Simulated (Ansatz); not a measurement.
# BeCo (Pm-3m): from the cell to its phonons, part 3 of 3

Wanted: phonon frequencies of BeCo (Pm-3m) and what follows from them.

Ansatz 0.2.0; DFT PBEsol, scalar-relativistic, plane waves, PAW; PAW set soft_1.

So far. Step 8 (Tight relaxation): The forces vanish by symmetry and the pressure is 0.009 GPa, within the tolerances set. The cell now holds 8.45 Å³/atom. Step 9 (Modes at Γ): Before it was imposed, the acoustic sum rule was missed by 5.7e-5 eV/Å². Small misses are needed for a sound result but don't prove that mesh and cutoff are converged. The lowest optical mode is real, 542 cm⁻¹. The relaxed cell has a = 2.566 Å (conventional setting).

## (10) The dispersion (continued)

Interpolated from a 4×4×4 q mesh. Phonon branches along the path, in cm⁻¹:

| point | branch 1 | branch 2 | branch 3 | branch 4 | branch 5 | branch 6 |
| --- | --- | --- | --- | --- | --- | --- |
| Γ | 0 | 0 | 0 | 542 | 542 | 542 |
| halfway | 148 | 148 | 188 | 493 | 538 | 538 |
| X | 213 | 213 | 266 | 466 | 532 | 532 |
| halfway | 164 | 205 | 227 | 508 | 523 | 534 |
| M | 126 | 126 | 244 | 509 | 540 | 540 |
| halfway | 102 | 187 | 234 | 502 | 529 | 530 |
| Γ | 0 | 0 | 0 | 542 | 542 | 542 |
| halfway | 183 | 183 | 216 | 516 | 530 | 530 |
| R | 265 | 265 | 265 | 533 | 533 | 533 |
| halfway | 178 | 205 | 240 | 524 | 527 | 531 |
| X | 213 | 213 | 266 | 466 | 532 | 532 |
| jump to R | 265 | 265 | 265 | 533 | 533 | 533 |
| halfway | 206 | 206 | 257 | 520 | 535 | 535 |
| M | 126 | 126 | 244 | 509 | 540 | 540 |

The phonon branches as a text plot (rows in cm⁻¹):

```
    531 |********************************************************
    508 |           ****** *****     ****            **       ***
    486 |   **    **                                   *
    463 |     ****                                      **
    441 |
    418 |
    395 |
    373 |
    350 |
    328 |
    305 |
    282 |
    260 |      ***                          ********    *******
    237 |     *   * ******   *         *   **    ** ****   **  **
    215 |    * *****      *** *      ** ****      ********   *
    192 |   * *   * *     *  * *        ***        *   *
    169 |    *     * *   *    *     *               ***       *
    147 |   *       *** *              *                       *
    124 |  *          *******  **    **                         *
    102 |  *                 *
     79 | *                   * ** **
     56 | *                    ***
     34 |*                       * *
     11 |                         *
         Γ      X      M          Γ            R        X|R     M
```

The phonon density of states has structure finer than the step of the table below, so its rows give means over 25 cm⁻¹, whole bins alone (the curve runs from 2.5 to 542 cm⁻¹). Peaks (cm⁻¹: height): 227.5: 0.0376, 532.5: 0.233.

Tetrahedra on a 24×24×24 mesh, mean over bins of 5 cm-1. Interpolated from a 4×4×4 q mesh. Phonon density of states against wavenumber; means over each step:

| wavenumber (cm⁻¹) | phonon density of states (1/cm⁻¹/cell) |
| --- | --- |
| 25 | 1.4e-4 |
| 50 | 6.6e-4 |
| 75 | 0.00162 |
| 100 | 0.00333 |
| 125 | 0.00849 |
| 150 | 0.0150 |
| 175 | 0.0185 |
| 200 | 0.0253 |
| 225 | 0.0310 |
| 250 | 0.0155 |
| 275 | 5.1e-4 |
| 300 | 0 |
| 325 | 0 |
| 350 | 0 |
| 375 | 0 |
| 400 | 0 |
| 425 | 0 |
| 450 | 0 |
| 475 | 0.00362 |
| 500 | 0.0164 |
| 525 | 0.0936 |

The partial phonon density of states has structure finer than the step of the table below, so its rows give means over 20 cm⁻¹, whole bins alone (the curve runs from -10 to 568 cm⁻¹). Peaks (cm⁻¹: height): Be 532.2: 0.140; Co 230.1: 0.0329, 532.2: 0.0142.

Phonopy on the run's constants, 21x21x21 mesh, Gaussian sigma 4.1 cm-1. Interpolated from a 4×4×4 q mesh. Table of partial phonon density of states by wavenumber; means over each step; values in 1/cm⁻¹/cell:

| wavenumber (cm⁻¹) | Be | Co |
| --- | --- | --- |
| 0 | 0 | 1.3e-5 |
| 20 | 1.1e-5 | 8.3e-5 |
| 40 | 6.3e-5 | 4.2e-4 |
| 60 | 1.3e-4 | 8.6e-4 |
| 80 | 2.5e-4 | 0.00160 |
| 100 | 4.4e-4 | 0.00289 |
| 120 | 9.9e-4 | 0.00596 |
| 140 | 0.00188 | 0.0110 |
| 160 | 0.00220 | 0.0149 |
| 180 | 0.00196 | 0.0163 |
| 200 | 0.00207 | 0.0231 |
| 220 | 0.00127 | 0.0290 |
| 240 | 4.8e-4 | 0.0249 |
| 260 | 7.0e-5 | 0.00720 |
| 280 | 0 | 7.7e-5 |
| 300 | 0 | 0 |
| 320 | 0 | 0 |
| 340 | 0 | 0 |
| 360 | 0 | 0 |
| 380 | 0 | 0 |
| 400 | 0 | 0 |
| 420 | 0 | 0 |
| 440 | 0 | 0 |
| 460 | 4.5e-4 | 1.0e-5 |
| 480 | 0.00515 | 2.6e-4 |
| 500 | 0.0155 | 9.1e-4 |
| 520 | 0.0603 | 0.00431 |
| 540 | 0.0568 | 0.00631 |

Second derivatives of the energy by pair, one row for each kind of neighbour of each atom listed. Each entry sums the pair over the periodic images of the supercell that the q mesh stands for, and in a polar crystal it holds the long-range dipole part too. Force constants by pair, by row:

| atom | neighbour | distance (Å) | third of the trace (eV/Å²) | along the pair's line (eV/Å²) |
| --- | --- | --- | --- | --- |
| Be1 | itself | 0 | 8.465 | – |
| Be1 | Co | 2.222 | -0.9824 | -3.377 |
| Be1 | Be | 2.566 | -0.0311 | 0.2334 |
| Be1 | Be | 3.629 | 0.0296 | 0.0772 |
| Be1 | Co | 4.255 | -0.0246 | -0.075 |
| Be1 | Be | 4.444 | -0.0421 | -0.1252 |
| Be1 | Be | 5.132 | -6.00e-4 | 0.037 |
| Be1 | Co | 5.592 | -3.00e-4 | 0.0033 |
| Be1 | Be | 5.738 | 0.0039 | 0.0153 |
| Co2 | itself | 0 | 12.7 | – |
| Co2 | Be | 2.222 | -0.9824 | -3.377 |
| Co2 | Co | 2.566 | -0.6441 | -1.343 |
| Co2 | Co | 3.629 | -0.0715 | -0.2204 |
| Co2 | Be | 4.255 | -0.0246 | -0.075 |
| Co2 | Co | 4.444 | 0.0333 | 0.0859 |
| Co2 | Co | 5.132 | 0.0876 | 0.1378 |
| Co2 | Be | 5.592 | -3.00e-4 | 0.0033 |
| Co2 | Co | 5.738 | 0.0187 | 0.0249 |

Harmonic thermodynamic functions per atom, from the density of states. Interpolated from a 4×4×4 q mesh. Thermodynamic functions, by row:

| T (K) | F_vib (meV/atom) | S (J/mol-atom/K) | C_V (J/mol-atom/K) |
| --- | --- | --- | --- |
| 0 | 66.66 | 0 | 0 |
| 50 | 66.59 | 0.617 | 1.957 |
| 100 | 65.55 | 3.639 | 7.236 |
| 200 | 57.87 | 11.2 | 14.88 |
| 300 | 42.58 | 18.14 | 19.14 |
| 400 | 20.67 | 23.97 | 21.31 |
| 500 | -6.78 | 28.87 | 22.49 |
| 600 | -38.92 | 33.03 | 23.19 |
| 700 | -75.07 | 36.65 | 23.63 |
| 800 | -114.7 | 39.82 | 23.93 |
| 900 | -157.5 | 42.65 | 24.13 |
| 1000 | -203 | 45.2 | 24.28 |

Harmonic mean-square displacement, third of the trace. Interpolated from a 4×4×4 q mesh. Mean square displacements, by row:

| T (K) | Be1 U_eq (Å²) | Co2 U_eq (Å²) |
| --- | --- | --- |
| 0 | 0.00424 | 0.0015 |
| 100 | 0.00461 | 0.0019 |
| 300 | 0.00697 | 0.00416 |
| 600 | 0.01194 | 0.00799 |

Symmetry leaves 10 wavevectors to solve. The lowest mode among them, the acoustic zeros apart, lies at q = (0, 0.25, 0.25) and is real, 102 cm⁻¹.

## (11) Results

| Item | Value |
| --- | --- |
| space group after relaxation (within 0.01 Å) | Pm-3m |
| volume per atom | 8.45 Å³ |
| electronic character | no gap on this mesh |
| highest optical mode at the zone centre (no LO-TO term) | 542 cm⁻¹ |
| lowest optical zone-centre mode | 542 cm⁻¹ |
| lowest mode on the q mesh (acoustic modes at Γ apart) | 102 cm⁻¹ |
| highest frequency on the path or at a solved wavevector | 542 cm⁻¹ |
| zero-point energy per atom | 66.7 meV |
| heat capacity at 300 K | 19.1 J/(mol atoms K) |
| vibrational entropy at 300 K | 18.1 J/(mol atoms K) |
| Debye temperature (second moment) | 736 K |
| imaginary modes on the 4×4×4 q mesh | none |
| net magnetic moment of the cell as run | 0.372 μB |

What this shows: The structure is a minimum as far as tested: no mode is imaginary at the 10 irreducible wavevectors of the 4×4×4 mesh, and the softest away from the acoustic zeros lies at 102 cm⁻¹. The optical modes at Γ form one degenerate level at 542 cm⁻¹. The highest mode in this list at Γ, 542.3 cm⁻¹, is mostly motion of Be (87 % of the kinetic energy). On the path and the mesh, the widest gap between branches runs from 266 to 466 cm⁻¹. The magnetic state is the one that the run reached from its starting moments; a lower one was not ruled out. With no gap, or one that is small against the smearing, the frequencies hang on the k mesh and the smearing, most of all near Kohn anomalies. The PAW files were made for PBE and serve the other functionals too. These are harmonic frequencies at zero temperature: anharmonic shifts, linewidths and thermal expansion are left out.

[Logs are printed without paths, hosts, clocks, repeated set-up lines and the standing remarks that a program may print on its own settings, such as how far it seeks lower states.]

[Hosts, paths, dates, database ids (printed as entryN), source tags and the programs' standing remarks are cut or masked in the printed files.]
